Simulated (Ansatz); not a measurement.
**The perfect Ge wire along [110], 8 atoms a period, H-terminated**

Aim: is the Ge wire along [110], 8 atoms a period, H-terminated a metal or a semiconductor?

Main program and level: Ansatz 0.2.0; DFT PBE, plane waves, PAW; relaxation of a wire's period; PAW set soft_1, in the first sound run; inputs show where later runs differ.

**1. The starting structure**

The cell holds 16 atoms: 8 H and 8 Ge. Its edges and angles: a = 15.801 Å, b = 13.420 Å, c = 4.073 Å, α = 90.0°, β = 90.0°, γ = 90.0°. Vacuum lies along a and b. The structure's axis is c.

**2. Relaxing the period**

Band widths follow the bond lengths, so the wire is relaxed first. The atoms and the third cell vector are free; the box across stays fixed as vacuum. A Fermi-Dirac smearing is set since the result may be a metal. The pressure printed is a third of the stress's trace over the whole box, vacuum included; only the stress along the axis is relaxed.

File input.yaml:

```yaml
crystal:
  lattice:
    - [15.801, 0.0, 0.0]
    - [0.0, 13.42, 0.0]
    - [0.0, 0.0, 4.0729350596]
  atoms:
    - { symbol: H, position: [0.3974432, 0.746676929, 0.0] }
    - { symbol: H, position: [0.3974432, 0.253353204, 0.0] }
    - { symbol: Ge, position: [0.454443796, 0.348266369, 0.0] }
    - { symbol: H, position: [0.215176255, 0.594928231, 0.5] }
    - { symbol: H, position: [0.215176255, 0.405101902, 0.5] }
    - { symbol: Ge, position: [0.272176851, 0.500015067, 0.5] }
    - { symbol: Ge, position: [0.545577269, 0.651763765, 0.5] }
    - { symbol: Ge, position: [0.545577269, 0.348266369, 0.5] }
    - { symbol: H, position: [0.602577865, 0.746676929, 0.5] }
    - { symbol: H, position: [0.602577865, 0.253353204, 0.5] }
    - { symbol: Ge, position: [0.636710741, 0.500015067, 0.5] }
    - { symbol: Ge, position: [0.363310323, 0.500015067, 0.0] }
    - { symbol: Ge, position: [0.454443796, 0.651763765, 0.0] }
    - { symbol: Ge, position: [0.727844214, 0.500015067, 0.0] }
    - { symbol: H, position: [0.78484481, 0.594928231, 0.0] }
    - { symbol: H, position: [0.78484481, 0.405101902, 0.0] }
kpoints:
  mp_grid: { grid: [1, 1, 20] }
scf:
  occupations: { method: fermi_dirac, width: 0.05 }
hamiltonian:
  xc: pbe
  pseudopotentials: { kind: paw, azcp: { folder: soft_1 } }
relax:
  cell: { fix: [a, b, alpha, beta, gamma] }
  max_steps: 45
  f_tol: 0.03
```

Started as:

```console
> ansatz run input.yaml --threads 4 --pin off --max-ram 16384MiB --backend cpu --events-out ev --progress --plain --runs-dir out
```

Numbers of over 12 decimals in the logs are rounded to 6 here.

The program printed:

```text
Engine: ansatz 0.2.0, aarch64-unknown-linux-gnu
Pseudopotentials: kind: paw
Pseudopotential: H, paw, valence charge 1, recommended cutoff 420 eV (normal), soft_1/H.paw.azcp
Pseudopotential: Ge, paw, valence charge 14, recommended cutoff 420 eV (normal), soft_1/Ge.paw.azcp
Functional definition: PBE
  parameter kappa = 0.804
  parameter beta = 0.066725
  exchange = pbe_x(kappa = kappa, mu = beta*pi^2/3)
  correlation = pbe_c(beta = beta)
Crystal: 16 atoms, lattice volume = 863.664 Å³
Basis set: ecut = 420 eV, 16929 PW (Γ), exchange–correlation on 216×180×60 points (8 copies of the dense FFT grid, shifted against one another)
Bands: 76, of which v1, the nominal top of the filled ones, is band 60 counted from 1 (59 counted from 0)
Symmetry: 8 space group operations
Space group: Pmma (ITA 51), of the structure as read, at distance tolerance 9.5e-5 Å
k-points: 11 of 20
Non-local potential: H, projectors of the file, l = 0: 2, l = 1: 1
Non-local potential: Ge, projectors of the file, l = 0: 2, l = 1: 2, l = 2: 3, l = 3: 1
PAW form: soft (Blöchl's): semilocal exchange-correlation on the pseudo side does not see the compensation charge
PAW one-centre angular grid: H, 110 points (default); XC on 64 Gauss nodes
PAW one-centre angular grid: Ge, 590 points (default); XC on 64 Gauss nodes
Initial density: superposition of atomic densities (neutral atoms: chi_scale 0, normalization atom)
Initial wavefunctions: pseudopotential atomic-orbital guess
Functional: x = pbe(κ = 0.804, μ = 0.219515), c = pbe(β = 0.066725)
SCF iter   1: F=—  HF=-34487.097801 eV  |F-HF|=—  |Δ(HF+E_count)|=         —  Δρ=3.11e-2  dr2=7.04e0  ethr=3.10e-3  ⟨swp⟩=7.3  Hψ=3519  notcnv=0  defer=8
preconditioner: auto → Resta (q_TF=auto, 1.963 Å⁻¹)  ε∞=1.7  [insulator: Δε(μ)=1.871 eV  Ē_g=9.384 eV  σ=0.050 eV  W_gap=1.00  n_scr=110 (ndim 8)  ℏωp=8.0 eV  f_vac=0.620  D(μ)=0.00/eV (n_scr^D=0)  ε∞_Penn≈1.7  vacuum switching on, ρ_ref=6.4e-3 e/Å³]
SCF iter   2: F=—  HF=-34485.500684 eV  |F-HF|=—  |Δ(HF+E_count)|=    1.60e0  Δρ=1.38e-2  dr2=1.62e0  ethr=3.10e-3  ⟨swp⟩=3.0  Hψ=1264  notcnv=0  defer=97
SCF iter   3: F=—  HF=-34485.138380 eV  |F-HF|=—  |Δ(HF+E_count)|=   3.62e-1  Δρ=2.89e-3  dr2=3.09e-1  ethr=1.35e-3  ⟨swp⟩=3.9  Hψ=1138  notcnv=0  defer=97
SCF iter   4: F=—  HF=-34485.077651 eV  |F-HF|=—  |Δ(HF+E_count)|=   6.07e-2  Δρ=1.14e-3  dr2=8.77e-3  ethr=2.57e-4  ⟨swp⟩=3.2  Hψ=1238  notcnv=0  defer=96
SCF iter   5: F=—  HF=-34485.080457 eV  |F-HF|=—  |Δ(HF+E_count)|=   2.81e-3  Δρ=3.20e-4  dr2=1.23e-3  ethr=7.31e-6  ⟨swp⟩=2.3  Hψ=1272  notcnv=0  defer=96
SCF iter   6: F=—  HF=-34485.080730 eV  |F-HF|=—  |Δ(HF+E_count)|=   2.73e-4  Δρ=8.25e-5  dr2=1.37e-4  ethr=1.02e-6  ⟨swp⟩=2.0  Hψ=1295  notcnv=0  defer=96
SCF iter   7: F=—  HF=-34485.080773 eV  |F-HF|=—  |Δ(HF+E_count)|=   4.24e-5  Δρ=2.60e-5  dr2=6.65e-6  ethr=1.14e-7  ⟨swp⟩=2.0  Hψ=1204  notcnv=0  defer=96
SCF iter   8: F=—  HF=-34485.080873 eV  |F-HF|=—  |Δ(HF+E_count)|=   9.98e-5  Δρ=1.22e-5  dr2=1.23e-6  ethr=5.54e-9  ⟨swp⟩=2.0  Hψ=1483  notcnv=0  defer=96
SCF iter   9: F=-34485.080874 eV  HF=-34485.080874 eV  |F-HF|=1.59e-7  |Δ(HF+E_count)|=   1.67e-6  Δρ=3.64e-6  dr2=9.68e-8  ethr=8.33e-11  ⟨swp⟩=3.5  Hψ=3373  notcnv=0
SCF 1 converged in 9 iterations: F = -34485.080874 eV  dr2 = 9.68e-8
  greatest PAW one-centre occupation: 0.998 electrons in one spin orbital (limit 2), on the Ge atom at site 13 (counted from 0), in its partial waves of l = 2
relax step   1: F+E_penalty+E_count = -34485.08087434 eV  Δ(F+E_penalty+E_count) = +0.000e0 eV  max|allowed force component| = 2.562e-1 eV/Å  Δτ_max = 0.0000 Å  P = -0.518 GPa  Ω = 863.664 Å³  fix = [a, b, alpha, beta, gamma]  reactions: a -0.552, b -0.609 GPa  (9 SCF iters, dr2 threshold 1.00e-7 eV, accepted)
Crystal: 16 atoms, lattice volume = 868.770 Å³
Basis set: ecut = 420 eV, 17005 PW (Γ), exchange–correlation on 216×180×60 points (8 copies of the dense FFT grid, shifted against one another)
Initial density: handed on by an earlier stage of this run
Initial wavefunctions: those handed on with the density
iter 1 solved again at ethr=1.38e-4 eV; its pass at ethr=3.10e-3 eV (dr2=1.65e-1 eV) is discarded
SCF iter   1: F=—  HF=-34485.146029 eV  |F-HF|=—  |Δ(HF+E_count)|=         —  Δρ=6.26e-3  dr2=1.73e-1  ethr=1.38e-4  ⟨swp⟩=3.2  Hψ=3534  notcnv=0
preconditioner: auto → Resta (q_TF=auto, 1.962 Å⁻¹)  ε∞=1.4  [insulator: Δε(μ)=1.988 eV  Ē_g=21.812 eV  σ=0.050 eV  W_gap=1.00  n_scr=110 (ndim 8)  ℏωp=13.8 eV  f_vac=0.678  D(μ)=0.00/eV (n_scr^D=0)  ε∞_Penn≈1.4  vacuum switching on, ρ_ref=3.5e-2 e/Å³]
SCF iter   2: F=—  HF=-34485.127634 eV  |F-HF|=—  |Δ(HF+E_count)|=   1.84e-2  Δρ=2.72e-3  dr2=3.66e-2  ethr=1.38e-4  ⟨swp⟩=3.8  Hψ=1317  notcnv=0
SCF iter   3: F=—  HF=-34485.128192 eV  |F-HF|=—  |Δ(HF+E_count)|=   5.58e-4  Δρ=1.25e-3  dr2=1.92e-2  ethr=3.05e-5  ⟨swp⟩=3.2  Hψ=1347  notcnv=0
SCF iter   4: F=—  HF=-34485.125194 eV  |F-HF|=—  |Δ(HF+E_count)|=   3.00e-3  Δρ=1.59e-4  dr2=3.03e-4  ethr=1.60e-5  ⟨swp⟩=2.5  Hψ=1129  notcnv=0  defer=3
SCF iter   5: F=—  HF=-34485.125328 eV  |F-HF|=—  |Δ(HF+E_count)|=   1.34e-4  Δρ=6.83e-5  dr2=5.35e-5  ethr=2.52e-7  ⟨swp⟩=2.0  Hψ=1513  notcnv=0  defer=5
SCF iter   6: F=—  HF=-34485.125327 eV  |F-HF|=—  |Δ(HF+E_count)|=   4.30e-7  Δρ=2.49e-5  dr2=3.41e-6  ethr=4.46e-8  ⟨swp⟩=3.0  Hψ=1411  notcnv=0  defer=5
SCF iter   7: F=-34485.125328 eV  HF=-34485.125328 eV  |F-HF|=3.61e-7  |Δ(HF+E_count)|=   9.97e-7  Δρ=7.32e-6  dr2=4.48e-7  ethr=1.33e-9  ⟨swp⟩=5.0  Hψ=2695  notcnv=0
SCF 2 converged in 7 iterations: F = -34485.125328 eV  dr2 = 4.48e-7
relax step   2: F+E_penalty+E_count = -34485.12532799 eV  Δ(F+E_penalty+E_count) = -4.445e-2 eV  max|allowed force component| = 2.232e-1 eV/Å  Δτ_max = 0.0975 Å  P = +0.051 GPa  Ω = 868.770 Å³  energy of the carried Pulay correction = -6.637e-4 eV  fix = [a, b, alpha, beta, gamma]  reactions: a +0.096, b +0.181 GPa  (7 SCF iters, dr2 threshold 1.60e-6 eV, accepted)
Crystal: 16 atoms, lattice volume = 863.085 Å³
Basis set: ecut = 420 eV, 16905 PW (Γ), exchange–correlation on 216×180×60 points (8 copies of the dense FFT grid, shifted against one another)
iter 1 solved again at ethr=2.02e-5 eV; its pass at ethr=3.10e-3 eV (dr2=2.43e-2 eV) is discarded
SCF iter   1: F=—  HF=-34485.152996 eV  |F-HF|=—  |Δ(HF+E_count)|=         —  Δρ=2.34e-3  dr2=2.47e-2  ethr=2.02e-5  ⟨swp⟩=3.5  Hψ=3880  notcnv=0
preconditioner: auto → Resta (q_TF=auto, 1.964 Å⁻¹)  ε∞=1.4  [insulator: Δε(μ)=1.991 eV  Ē_g=21.735 eV  σ=0.050 eV  W_gap=1.00  n_scr=110 (ndim 8)  ℏωp=13.8 eV  f_vac=0.671  D(μ)=0.00/eV (n_scr^D=0)  ε∞_Penn≈1.4  vacuum switching on, ρ_ref=3.4e-2 e/Å³]
SCF iter   2: F=—  HF=-34485.149606 eV  |F-HF|=—  |Δ(HF+E_count)|=   3.39e-3  Δρ=9.99e-4  dr2=5.18e-3  ethr=2.02e-5  ⟨swp⟩=2.0  Hψ=1027  notcnv=0
SCF iter   3: F=—  HF=-34485.149446 eV  |F-HF|=—  |Δ(HF+E_count)|=   1.60e-4  Δρ=4.70e-4  dr2=2.39e-3  ethr=4.31e-6  ⟨swp⟩=2.1  Hψ=1069  notcnv=0
SCF iter   4: F=—  HF=-34485.149077 eV  |F-HF|=—  |Δ(HF+E_count)|=   3.69e-4  Δρ=6.56e-5  dr2=4.60e-5  ethr=1.99e-6  ⟨swp⟩=2.0  Hψ=971  notcnv=0
SCF iter   5: F=—  HF=-34485.149152 eV  |F-HF|=—  |Δ(HF+E_count)|=   7.48e-5  Δρ=2.30e-5  dr2=9.37e-6  ethr=3.83e-8  ⟨swp⟩=2.1  Hψ=1497  notcnv=0
SCF iter   6: F=-34485.149151 eV  HF=-34485.149151 eV  |F-HF|=7.81e-8  |Δ(HF+E_count)|=   1.27e-6  Δρ=9.39e-6  dr2=3.93e-7  ethr=1.33e-9  ⟨swp⟩=3.0  Hψ=3166  notcnv=0
SCF 3 converged in 6 iterations: F = -34485.149151 eV  dr2 = 3.93e-7
relax step   3: F+E_penalty+E_count = -34485.14915081 eV  Δ(F+E_penalty+E_count) = -2.382e-2 eV  max|allowed force component| = 2.628e-2 eV/Å  Δτ_max = 0.0432 Å  P = -0.047 GPa  Ω = 863.085 Å³  energy of the carried Pulay correction = +7.541e-5 eV  fix = [a, b, alpha, beta, gamma]  reactions: a -0.017, b -0.043 GPa  (6 SCF iters, dr2 threshold 1.60e-6 eV, accepted)
[...]
relax step   4: F+E_penalty+E_count = -34485.15029340 eV  Δ(F+E_penalty+E_count) = -1.143e-3 eV  max|allowed force component| = 3.384e-3 eV/Å  Δτ_max = 0.0058 Å  P = -0.001 GPa  Ω = 860.813 Å³  energy of the carried Pulay correction = +3.722e-4 eV  fix = [a, b, alpha, beta, gamma]  reactions: a -0.001, b +0.004 GPa  (6 SCF iters, dr2 threshold 1.64e-8 eV, accepted)
Initial wavefunctions: pseudopotential atomic-orbital guess (no wavefunctions were taken with the density)
iter 1 solved again at ethr=2.28e-7 eV; its pass at ethr=3.10e-3 eV (dr2=2.74e-4 eV) is discarded
SCF iter   1: F=—  HF=-34485.149814 eV  |F-HF|=—  |Δ(HF+E_count)|=         —  Δρ=4.46e-6  dr2=3.02e-8  ethr=2.28e-7  ⟨swp⟩=4.1  Hψ=6287  notcnv=0
eigensolver tolerance schedule: the retry pair's looser diagonalisation over-reported the residual by 9052.03 of it (diagonalisation noise at 2.00 of the residual, at the tolerance the schedule requests for it); recorded, not acted on — ethr = c·dr2/N_el stays at c = 1.0e-1
preconditioner: auto → Resta (q_TF=auto, 1.965 Å⁻¹)  ε∞=1.4  [insulator: Δε(μ)=1.998 eV  Ē_g=21.743 eV  σ=0.050 eV  W_gap=1.00  n_scr=110 (ndim 8)  ℏωp=13.9 eV  f_vac=0.672  D(μ)=0.00/eV (n_scr^D=0)  ε∞_Penn≈1.4  vacuum switching on, ρ_ref=3.4e-2 e/Å³]
SCF iter   2: F=—  HF=-34485.149898 eV  |F-HF|=—  |Δ(HF+E_count)|=   8.40e-5  Δρ=2.26e-6  dr2=8.95e-9  ethr=2.52e-11  ⟨swp⟩=3.3  Hψ=1721  notcnv=0
SCF iter   3: F=—  HF=-34485.149898 eV  |F-HF|=—  |Δ(HF+E_count)|=   2.52e-8  Δρ=9.71e-7  dr2=1.87e-9  ethr=7.46e-12  ⟨swp⟩=2.0  Hψ=1461  notcnv=0
SCF iter   4: F=-34485.149898 eV  HF=-34485.149898 eV  |F-HF|=6.55e-11  |Δ(HF+E_count)|=   6.02e-9  Δρ=8.69e-8  dr2=1.15e-10  ethr=1.00e-12  ⟨swp⟩=4.0  Hψ=3301  notcnv=0
SCF 5 converged in 4 iterations: F = -34485.149898 eV  dr2 = 1.15e-10
relax step   5: F+E_penalty+E_count = -34485.14989837 eV  Δ(F+E_penalty+E_count) = +3.950e-4 eV  max|allowed force component| = 3.426e-3 eV/Å  Δτ_max = 0.0000 Å  P = -0.000 GPa  Ω = 860.813 Å³  fix = [a, b, alpha, beta, gamma]  reactions: a -0.000, b +0.003 GPa  stress off target by 4.38e-3 GPa on what of the cell is left free  SCF on the basis re-selected at this cell (its energy is not comparable with the rows above)  (4 SCF iters)
basis re-selected at this cell: Δ(F+E_penalty+E_count) = +3.950e-4 eV, ΔP = +0.000 GPa vs the last step (what re-selecting the basis moved, of the pressure what is left beyond the Pulay correction that the steps carried, after the strain that the cell walked since its last selection, with what the two solves' SCF thresholds leave and, on support functions, any second-order correction that the steps lacked; it is no m [...]
SCF converged after 4 iterations
Free energy (F): -34485.149898 eV
Harris-Foulkes:  -34485.149898 eV  (|F-HF|=6.55e-11)
Internal energy: -34485.149898 eV  (E = F + TS)
E sigma→0 (E₀):  -34485.149898 eV
Fermi energy:    -1.143978 eV
--- Per-component energies (eV) ---
  E_band       = -2351.694854
  E_kinetic    = 841.650342
  E_local      = -59139.506716  (includes V_loc(G=0)·N_el)
  E_nonlocal   = 1753.086779
  E_hartree    = 28574.952633
  E_xc         = -638.018844
  E_vxc        = -604.293614  (∫ρ·V_xc dr)
  E_paw        = -16119.602772  (= ΣΔE_a)
  E_vpaw       = -2352.529357  (= ΣTr[D̂ρ^β])
  E_aug_tail   = -0.007353  (compensation charges beyond the density's cutoff)
  E_ewald      = 10242.296033
  E_smearing   = -0.000000  (= −TS)
  E_closure    = 0.000000  (closes the sum)
  Σ components = -34485.149898   (vs F -34485.149898, Δ=0.00e0)
--- Forces (eV/Å), atoms counted from 1 ---
  atom   1  H      0.00048012     0.00024811     0.00000000
  atom   2  H      0.00048012    -0.00024811     0.00000000
  atom   3  Ge     0.00015224     0.00008526     0.00000000
  atom   4  H     -0.00158129     0.00011474    -0.00000000
  atom   5  H     -0.00158129    -0.00011474    -0.00000000
  atom   6  Ge     0.00342603     0.00000000     0.00000000
  atom   7  Ge    -0.00015224    -0.00008526    -0.00000000
  atom   8  Ge    -0.00015224     0.00008526    -0.00000000
  atom   9  H     -0.00048012     0.00024811    -0.00000000
  atom  10  H     -0.00048012    -0.00024811    -0.00000000
  atom  11  Ge    -0.00085426    -0.00000000    -0.00000000
  atom  12  Ge     0.00085426     0.00000000     0.00000000
  atom  13  Ge     0.00015224    -0.00008526     0.00000000
  atom  14  Ge    -0.00342603    -0.00000000    -0.00000000
  atom  15  H      0.00158129     0.00011474     0.00000000
  atom  16  H      0.00158129    -0.00011474     0.00000000
  max |Σ_I F_I| component: 6.51e-19 eV/Å
--- Stress (GPa, compression-positive) ---
       -0.000356      -0.000000      -0.000000
       -0.000000       0.003243       0.000000
       -0.000000       0.000000      -0.004378
  P = ⅓ Tr σ = -0.0005 GPa (-0.005 kbar)
--- Relaxed structure (4 steps of the walk, 4 accepted, 1 SCFs on fresh bases) ---
  F+E_penalty+E_count = -34485.14989837 eV   max|allowed force component| = 3.426e-3 eV/Å   (the final SCF, on the basis selected at the relaxed cell)
  cell:  # Å, volume = 860.8129 Å³
    - [15.801, 0, 0]
    - [0, 13.42, 0]
    - [0, 0, 4.059492]
  atoms:
    - { symbol: H, position: [0.399130, 0.742630, 0.0] }
    - { symbol: H, position: [0.399130, 0.257400, 0.0] }
    - { symbol: Ge, position: [0.455876, 0.352093, 0.0] }
    - { symbol: H, position: [0.217864, 0.593013, 0.5] }
    - { symbol: H, position: [0.217864, 0.407017, 0.5] }
    - { symbol: Ge, position: [0.275902, 0.500015, 0.5] }
    - { symbol: Ge, position: [0.544145, 0.647937, 0.5] }
    - { symbol: Ge, position: [0.544145, 0.352093, 0.5] }
    - { symbol: H, position: [0.600891, 0.742630, 0.5] }
    - { symbol: H, position: [0.600891, 0.257400, 0.5] }
    - { symbol: Ge, position: [0.636075, 0.500015, 0.5] }
    - { symbol: Ge, position: [0.363946, 0.500015, 0.0] }
    - { symbol: Ge, position: [0.455876, 0.647937, 0.0] }
    - { symbol: Ge, position: [0.724119, 0.500015, 0.0] }
    - { symbol: H, position: [0.782157, 0.593013, 0] }
    - { symbol: H, position: [0.782157, 0.407017, 0.0] }
```

The job ended after 65 s (4 threads of Arm Neoverse V1, shared host; peak memory 1.9 GiB).

The steps of the relaxation:

| step | energy less that of the first step (eV) | largest force component (eV/Å) | pressure (GPa) | volume (Å³) |
| --- | --- | --- | --- | --- |
| 1 | 0.0000 | 0.2562 | -0.52 | 863.66 |
| 2 | -0.0445 | 0.2232 | 0.05 | 868.77 |
| 3 | -0.0683 | 0.0263 | -0.05 | 863.09 |
| 4 | -0.0694 | 0.0034 | 0.00 | 860.81 |
| 5* | -0.0690 | 0.0034 | 0.00 | 860.81 |

Relaxation steps marked * repeat the geometry before them on a plane-wave basis chosen anew for their cell, so energy and pressure can jump there.

Forces are held to the 8 operations that the run works with; a distortion that breaks them can't arise in this run.

| cell as run | before | after | change |
| --- | --- | --- | --- |
| c (Å) | 4.073 | 4.059 | -0.3 % |

The atoms that moved most (Å, along periodic axes as changes of fractional coordinates times the final cell, across vacuum about the mean position):

| atom | dx | dy | dz | length |
| --- | --- | --- | --- | --- |
| H10 | -0.027 | 0.054 | 0.000 | 0.060 |
| H2 | 0.027 | 0.054 | 0.000 | 0.060 |
| H9 | -0.027 | -0.054 | 0.000 | 0.060 |
| H1 | 0.027 | -0.054 | 0.000 | 0.060 |
| Ge14 | -0.059 | 0.000 | 0.000 | 0.059 |
| Ge6 | 0.059 | 0.000 | 0.000 | 0.059 |
| Ge7 | -0.023 | -0.051 | 0.000 | 0.056 |
| Ge13 | 0.023 | -0.051 | 0.000 | 0.056 |

Numbers from this step:

```yaml
cell_length_along_the_wire: 4.059 Å
```

The cell's length comes to 4.059 Å with spin left out.

**3. The perfect wire**

This step: DFT PBE, plane waves, PAW; bands of a perfect wire; PAW set soft_1 (Ansatz 0.2.0).

At the relaxed period the bands are computed along the axis; those that cross an energy going forward count the channels that a perfect wire would open there.

File input.yaml:

```yaml
crystal:
  lattice:
    - [15.801, 0.0, 0.0]
    - [0.0, 13.42, 0.0]
    - [0.0, 0.0, 4.0594920268]
  atoms:
    - { symbol: H, position: [0.399129916, 0.742630016, 0.0] }
    - { symbol: H, position: [0.399129916, 0.257400117, 0.0] }
    - { symbol: Ge, position: [0.455875976, 0.352093352, 0.0] }
    - { symbol: H, position: [0.21786397, 0.593013017, 0.5] }
    - { symbol: H, position: [0.21786397, 0.407017116, 0.5] }
    - { symbol: Ge, position: [0.275901651, 0.500015067, 0.5] }
    - { symbol: Ge, position: [0.544145089, 0.647936781, 0.5] }
    - { symbol: Ge, position: [0.544145089, 0.352093352, 0.5] }
    - { symbol: H, position: [0.600891148, 0.742630016, 0.5] }
    - { symbol: H, position: [0.600891148, 0.257400117, 0.5] }
    - { symbol: Ge, position: [0.63607502, 0.500015067, 0.5] }
    - { symbol: Ge, position: [0.363946045, 0.500015067, 0.0] }
    - { symbol: Ge, position: [0.455875976, 0.647936781, 0.0] }
    - { symbol: Ge, position: [0.724119414, 0.500015067, 0.0] }
    - { symbol: H, position: [0.782157095, 0.593013017, 0.0] }
    - { symbol: H, position: [0.782157095, 0.407017116, 0.0] }
kpoints:
  mp_grid: { grid: [1, 1, 20] }
  band_path: { path: ["Γ", Z], npoints: 90 }
scf:
  occupations: { method: fermi_dirac, width: 0.05 }
hamiltonian:
  xc: pbe
  pseudopotentials: { kind: paw, azcp: { folder: soft_1 } }
output:
  dos: { e_range: [-5, 4] }
  write_potential: true
  write_density: true
  volumetric_format: npy
```

The program printed:

```text
[...]
Crystal: 16 atoms, lattice volume = 860.813 Å³
Basis set: ecut = 420 eV, 16873 PW (Γ)
Bands: 76, of which v1, the nominal top of the filled ones, is band 60 counted from 1 (59 counted from 0)
Symmetry: 8 space group operations
[...]
k-points: 11 of 20
[...]
SCF iter   1: F=—  HF=-34487.232995 eV  |F-HF|=—  |Δ(HF+E_count)|=         —  Δρ=3.16e-2  dr2=7.22e0  ethr=3.10e-3  ⟨swp⟩=7.5  Hψ=3553  notcnv=0  defer=5
[...]
SCF iter   9: F=-34485.149881 eV  HF=-34485.149881 eV  |F-HF|=6.38e-8  |Δ(HF+E_count)|=   9.00e-7  Δρ=2.07e-6  dr2=3.19e-8  ethr=8.33e-11  ⟨swp⟩=14.1  Hψ=4307  notcnv=0
SCF 1 converged in 9 iterations: F = -34485.149881 eV  dr2 = 3.19e-8
[...]
NSCF: frozen V_eff on 91 k-points
WARN: The output density's exchange-correlation potential varies sharply where the density is thin. Do not read a vacuum level from v_tot or v_xc, or from such a field of the output density. On a cell that repeats whose density bears no net charge and no dipole along the vacuum's axis use v_es (v_loc + v_h of the components); under efield.dipole_correction with no amplitude use v_es + v_field, which holds any externa [...]
SCF converged after 9 iterations
Free energy (F): -34485.149881 eV
[...]
Internal energy: -34485.149881 eV  (E = F + TS)
E sigma→0 (E₀):  -34485.149881 eV
Fermi energy:    -1.143969 eV
[...]
--- Band table (eV; the first three rows and the last of 11) ---
  k-point 0: bands = [... 56 lower, -3.1772, -2.9378, -2.7867, -2.1183, -0.1202, -0.1184, -0.0836, -0.0418, ... 12 higher]
  k-point 1: bands = [... 56 lower, -3.3152, -2.9517, -2.9487, -2.3232, 0.0612, 0.0770, 0.0964, 0.1890, ... 12 higher]
  k-point 2: bands = [... 56 lower, -3.5387, -3.3071, -2.9919, -2.7482, 0.4937, 0.5346, 0.5715, 0.6720, ... 12 higher]
  k-point 10: bands = [... 56 lower, -3.9175, -3.9175, -3.8754, -3.8754, 0.7507, 0.7507, 0.9961, 0.9961, ... 12 higher]
```

The job ended after 71 s (4 threads; peak memory 3.3 GiB).

This step gave:

| Item | Value |
| --- | --- |
| band gap | 1.998 eV |

The electronic bands at the labelled points (eV, zero at the Fermi level; v1 is the highest filled band, c1 the lowest empty one):

| point | v4 | v3 | v2 | v1 | c1 | c2 | c3 | c4 |
| --- | --- | --- | --- | --- | --- | --- | --- | --- |
| Γ | -2.03 | -1.79 | -1.64 | -0.97 | 1.02 | 1.03 | 1.06 | 1.10 |
| halfway | -2.55 | -2.49 | -2.41 | -2.16 | 1.99 | 2.25 | 2.31 | 2.34 |
| Z | -2.77 | -2.77 | -2.73 | -2.73 | 1.89 | 1.89 | 2.14 | 2.14 |

The gap is 2.00 eV, with spin left out.

On this path the gap is direct, 2.00 eV, with the valence top at Γ and the conduction bottom at Γ.

(Continued in part 2 of 3.)

[Logs are printed without paths, hosts, clocks, repeated set-up lines and the standing remarks that a program may print on its own settings, such as how far it seeks lower states.]

[Hosts, paths, dates, database ids (printed as entryN), source tags and the programs' standing remarks are cut or masked in the printed files.]
